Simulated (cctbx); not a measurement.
# Diagnosing a refinement

Cell a = 7.6210 Å, b = 7.6210 Å, c = 31.5230 Å, α = 90.00°, β = 90.00°, γ = 120.00°; space group R-3 (no. 148).

Simulated single-crystal data (cctbx): Mo Kα, λ = 0.71073 Å, to d = 0.84 Å, 70 % of the full sphere, strongest reflection 70000 counts, noise from counting, a 1.5 % proportional error and a noise floor of 15 counts (s.d.); no absorption.

An anisotropic refinement with weights 1/σ² prints:

```text
Rint 0.016, 630 unique reflections to 0.84 A
cycle     R1     wR2    GooF  max shift (A)
   1  0.2525  0.5088  31.831   0.02887
   3  0.2454  0.4796  30.006   0.00017
final R1 0.2454 wR2 0.4796 GooF 30.006  parameters 29  data/parameter 21.7
atom        x        y        z      Ueq    occ   su(xyz)  su(Uiso or U11)
Ru1    0.63537  0.00871  0.11626  -0.0023  1.000  0.00067  0.0025  NPD
Ru2    0.00000  0.00000  0.00000  -0.0052  1.000  0.00000  0.0033  NPD
Sr1    0.33333  0.66667  0.33142  -0.0012  1.000  0.00029  0.0029  NPD
S1     0.66667  0.33333  0.09781  -0.0002  1.000  0.00069  0.0077  NPD
S2     0.71635  0.99128  0.04286   0.0026  1.000  0.00229  0.0068  NPD
S3     0.33333  0.66667  0.09557  -0.0061  1.000  0.00072  0.0060  NPD
difference map: max 46.30 min -6.85 rms 2.69
Q1    0.0111  0.2819  0.1353   18   47.71  2.58 A from Ru1
Q2    0.0189  0.3024  0.2158   18   22.65  0.15 A from Ru1
Q3    0.0000  0.0000  0.0000    3   21.67  0.00 A from Ru2
Q4    0.0000  0.0000  0.3328    6   15.60  0.08 A from Sr1
Q5    0.0100  0.2776  0.9583   18   10.72  0.14 A from S2
Q6    0.0000  0.0000  0.4316    6    9.60  0.09 A from S3
```

Q: Accept it or mend it, and why?

Mend it. The fault: an atom left out, S at (0.6576, 0.0541, 0.1983). Against the right model at the same level, R1 goes from 0.0075 to 0.2454 and GooF from 0.94 to 30.01, the top difference peak, 47.7 e/Å³, lies 2.58 Å from Ru1 and Ru1, Ru2, Sr1, S1, S2 and S3 go non-positive-definite. Q1 is the missing atom. With scattering power missing, scale and phases suffer, so peaks may also grow on the heavy atoms.

The compound is Sr2Ru7S16. The right model at the same level gives:

```text
Rint 0.016, 630 unique reflections to 0.84 A
cycle     R1     wR2    GooF  max shift (A)
   1  0.0104  0.0218   1.375   0.00079
   2  0.0075  0.0149   0.937   0.00000
final R1 0.0075 wR2 0.0149 GooF 0.937  parameters 38  data/parameter 16.6
atom        x        y        z      Ueq    occ   su(xyz)  su(Uiso or U11)
Ru1    0.63581  0.01062  0.11649   0.0036  1.000  0.00002  0.0001
Ru2    0.00000  0.00000  0.00000   0.0033  1.000  0.00000  0.0001
Sr1    0.33333  0.66667  0.33189   0.0039  1.000  0.00001  0.0001
S1     0.66667  0.33333  0.09692   0.0040  1.000  0.00002  0.0002
S2     0.71890  0.99593  0.04280   0.0048  1.000  0.00006  0.0002
S3     0.65759  0.05420  0.19830   0.0044  1.000  0.00005  0.0002
S4     0.33333  0.66667  0.09649   0.0065  1.000  0.00002  0.0002
difference map: max 0.30 min -0.34 rms 0.09
Q1    0.0335  0.9311  0.9210   18    0.31  2.03 A from S2
Q2    0.0000  0.0000  0.4840    6    0.29  1.71 A from S4
Q3    0.0000  0.0000  0.3876    6    0.29  1.33 A from S4
Q4    0.0403  0.4247  0.0960   18    0.29  1.59 A from S3
Q5    0.0753  0.8906  0.7101   18    0.28  1.66 A from S2
Q6    0.0484  0.2330  0.6045   18    0.28  1.29 A from S2
```

The model was made for the exercise: a known structure type with other elements put in, its volume estimated, not relaxed; displacement parameters are assumed.

[Middle refinement cycles are left out of these outputs.]

[Logs are printed without paths, hosts, clocks, repeated set-up lines and the standing remarks that a program may print on its own settings, such as how far it seeks lower states.]
